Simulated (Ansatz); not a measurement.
Entries from a set of simulations; values are calculated unless marked as measured.

**CdS (Greenockite): spin-orbit coupling beyond the local functionals**

Symmetry: P6_3mc, No. 186, hexagonal system. Conventional cell: a = 4.137 Å, b = 4.137 Å, c = 6.714 Å, α = 90.00°, β = 90.00°, γ = 120.00°. Nearest to Cd lie 4 S at 2.52 to 2.53 Å. S has 4 Cd at 2.52 to 2.53 Å nearest. Farther neighbours and most contacts between anions are not listed.

```xyz
4
Lattice="4.1370 0.0000 0.0000 -2.0685 3.5827 0.0000 0.0000 0.0000 6.7144" Properties=species:S:1:pos:R:3 pbc="T T T"
Cd    2.0685    1.1942    0.0000
Cd    0.0000    2.3885    3.3572
S     2.0685    1.1942    2.5179
S     0.0000    2.3885    5.8751
```

- method: DFT, HSE06 with spin-orbit coupling, plane waves, PAW (and 1 further level or step)
- program: Ansatz 0.2.0
- settings of one run: cutoff 420 eV, 6×6×2 k-mesh, default PAW
- cost: 2 runs, 65 s in all on 1 × NVIDIA H100 80GB HBM3 (shared by 6 runs) with 3 threads of AMD EPYC 7R13 (Zen 3), shared host (the runs of this entry)
- notes: The cell and positions come from the Crystallography Open Database and are kept as given unless a step says otherwise.
- HSE06: 2.24 eV
- HSE06+SOC: 2.22 eV

Spin-orbit coupling changes the gap by −0.02 eV and the least direct gap by −0.02 eV.

[Paths, hosts, dates, memory and timing lines, banners, echoed tables and standing remarks are left out of the program output.]

[Logs are printed without paths, hosts, clocks, repeated set-up lines and the standing remarks that a program may print on its own settings, such as how far it seeks lower states.]

[Runs of the session that timed out or met a known fault of the program may be left out.]

[Cells called generated may have been cut or substituted from an entry of the Crystallography Open Database or the Materials Project.]

[No measured gap is set beside runs whose start may be inverted or whose files or cutoffs have a known fault.]

[Hosts, paths, dates, database ids (printed as entryN), source tags and the programs' standing remarks are cut or masked in the printed files.]
